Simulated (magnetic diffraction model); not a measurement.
# AlFeIr: the ordered moment from one line

Space group Pnma (no. 62), a = 5.9740 Å, b = 3.3070 Å, c = 7.0250 Å.

| site | atom | x | y | z |
| --- | --- | --- | --- | --- |
| 4c | Ir | 0.4736 | 3/4 | 0.3233 |
| 4c | Fe | 0.3584 | 3/4 | 0.9439 |
| 4c | Al | 0.2252 | 3/4 | 0.6337 |

The compound is invented for this exercise: a known structure type with other elements, its cell scaled to their sizes and not relaxed.

Only Fe is taken to order (form factors of Fe2+); orders and moment sizes are assumed, and not adapted to the symmetry. Radiation: neutrons of λ = 2.0775 Å (absorption by Ir left out), 5° to 70°; isotropic B of 0.1 Å² (Ir), 0.15 Å² (Fe) and 0.15 Å² (Al). Simulated constant-wavelength pattern: nuclear and magnetic terms add, the magnetic one as |2.695 fm × Σ f S⊥ exp(2πi Q·r) exp(−B s²)|², summed over all Q at one angle with the factor 1/(sin²θ cos θ). For collinear order S is the moment m, which repeats by lattice and centring translations R with the sign exp(−2πi k·R). Free-ion form factors, Sears's scattering lengths of 1992, no absorption; a label names one of the reflections at its angle. The strongest nuclear line in the range is 100, and lines under 0.2 are left out.

In a first state the assumed order is k = (0 1/2 1/2), collinear moments along [100], 1.28 μB on Fe; signs + at (0.3584, 3/4, 0.9439), − at (0.8584, 3/4, 0.5561), − at (0.6416, 1/4, 0.0561), + at (0.1416, 1/4, 0.4439), with this pattern:

```tsv
2θ (°)	index	nuclear	magnetic
19.99	(0 1/2 -1/2)	0.0	3.4
26.39	(1 0 1)	2.0	0.0
28.45	(1 1/2 1/2)	0.0	3.1
31.54	(0 1/2 3/2)	0.0	3.3
37.65	(1 1/2 3/2)	0.0	0.2
40.13	(1 0 2)	4.1	0.0
40.63	(0 1 1)	7.1	0.0
40.70	(2 0 0)	6.0	0.0
44.41	(2 0 1)	0.2	0.0
45.70	(1 1 1)	12.6	0.0
51.91	(1 1/2 5/2)	0.0	1.5
52.38	(2 1/2 3/2)	0.0	0.6
54.32	(2 0 2)	16.6	0.0
55.44	(1 1 2)	100.0	0.0
55.89	(2 1 0)	41.3	0.0
56.91	(1 0 3)	48.3	0.0
```
(The table stops after 16 lines; 10 more lie at higher angle.)

**Question.** Nearer the ordering temperature the line at 19.99° has total intensity 1.7 on the same scale, and all moments have shrunk alike. How large is the Fe moment?

The nuclear part, 0.0, stays, so the magnetic part is 1.7 against 3.4. It goes as m², so m = 1.28 × √(1.7/3.4) = 0.91 μB; the value used was 0.9 μB.

[Logs are printed without paths, hosts, clocks, repeated set-up lines and the standing remarks that a program may print on its own settings, such as how far it seeks lower states.]
